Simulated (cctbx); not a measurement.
# Which space group?

Cell: a = 5.0710 Å, b = 3.3390 Å, c = 5.5290 Å, α = 90.00°, β = 90.39°, γ = 90.00°. Expected content of the cell: Cu1 Fe3 P4.

Simulated single-crystal data (cctbx): Ag Kα, λ = 0.56087 Å, to d = 0.8 Å, 80 % of the full sphere, strongest reflection 5000 counts, noise from counting, a 3 % proportional error and a noise floor of 15 counts (s.d.); no absorption, some extinction.

A first pass over the reflections prints:

```text
623 reflections to d = 0.802 A
centring   violations  <I/sigma> of those
    A        165 of   305      7.2
    B        159 of   298      7.5
    C        168 of   321      7.7
    I        112 of   323      3.7
    R        211 of   413      7.6
    F        246 of   462      7.5
Laue class    unique    Rint  (classes that these axes allow; Friedel mates merged)
P -1              371   0.044
P 1 2/m 1         227   0.048
space group    extra absences  I>4sigma  <I/sigma>
P 1 2 1                 0          0         -  acentric
P 1 21 1                3          0       0.6  acentric
P 1 m 1                 0          0         -  acentric
P 1 2/m 1               0          0         -  centric
P 1 21/m 1              3          0       0.6  centric
Wilson B = 1.53 A^2   <|E^2-1|> = 0.969 (0.968 centric, 0.736 acentric)   E^2>4: 4.7 %
shell (A)         n   <I/sigma>
 5.53 - 1.59     34     21.2
 1.59 - 1.27     26      9.1
 1.27 - 1.11     29     18.2
 1.11 - 1.01     31     12.5
 1.01 - 0.94     26     10.5
 0.94 - 0.88     29      6.4
 0.88 - 0.84     17      8.2
 0.84 - 0.80     35      4.6
```

Q: Read the symmetry from these tables.

Every centring test has many violations, so the lattice is primitive.

Rint stays low (0.044 to 0.048) up to P 1 2/m 1, the highest class in these axes.

5 settings pass the absence test. The most absences obeyed, 3, belong to P 1 21 1 and P 1 21/m 1, which absences can't tell apart.

⟨|E²−1|⟩ = 0.969 leans to a centrosymmetric structure. Here that hint misleads: the statistic assumes many like atoms on general positions, and few, heavy or special-position atoms break it. The Wilson B of 1.53 Å² means U ≈ 0.0194 Å².

The true group is Pm (no. 6), Laue class 2/m, non-centrosymmetric. It passes the tests but isn't the first choice, because the arrangement of the atoms makes further classes of reflections very weak or absent.

The model is made up (kin elements in a known structure type, no relaxation), so it says nothing on whether the phase exists.

[Logs are printed without paths, hosts, clocks, repeated set-up lines and the standing remarks that a program may print on its own settings, such as how far it seeks lower states.]
